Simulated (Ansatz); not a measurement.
# The potential step between two gates: Ta2CF2 MXene bilayer, AA

Two oppositely charged gates put a neutral stack in a displacement field D. The voltage between them is D/ε₀ times an electrical distance, shorter than the real one because the stack screens.

Set-up. Ansatz 0.2.0, plane waves with PAW datasets (its set soft_2), PBE-D3(BJ); isolated slab, charged sheets 6 Å from the outer atoms behind model barriers, atoms held. Voltages count from the uncharged case.

| run | D/ε₀ (V/nm) | step in an electron's potential, upper less lower gate (eV) |
| --- | --- | --- |
| run 1 | 0.000 | 0.000 |
| run 2 | 0.543 | 0.638 |
| run 3 | 1.086 | 1.276 |
| run 4 | 2.171 | 2.553 |
| run 5 | 4.343 | ? |

**Question.** What value belongs in the row marked “?”, and how far can the other rows tell?

A least-squares line through the 4 rows shown has slope 1.1760 and intercept −0.0004; no row lies more than 0.001 eV off it. The size of the slope, 1.176 nm, is the electrical distance; the sheets are 2.410 nm apart, and screening reaches beyond the outer atoms. At 4.343 it gives 1.1760 × 4.343 + (−0.0004) = 5.107 eV, beyond the rows fitted. Rounding and scatter of the rows alone allow about ±0.003 eV there.

The run itself gives 5.105 eV: a miss of −0.002 eV, or 0.0 % of the value. Screening stays linear to within 1 % over this range.

Caveats: The gates are model sheets, not atoms. Spin-orbit coupling is left out, which changes the bands of elements this heavy.
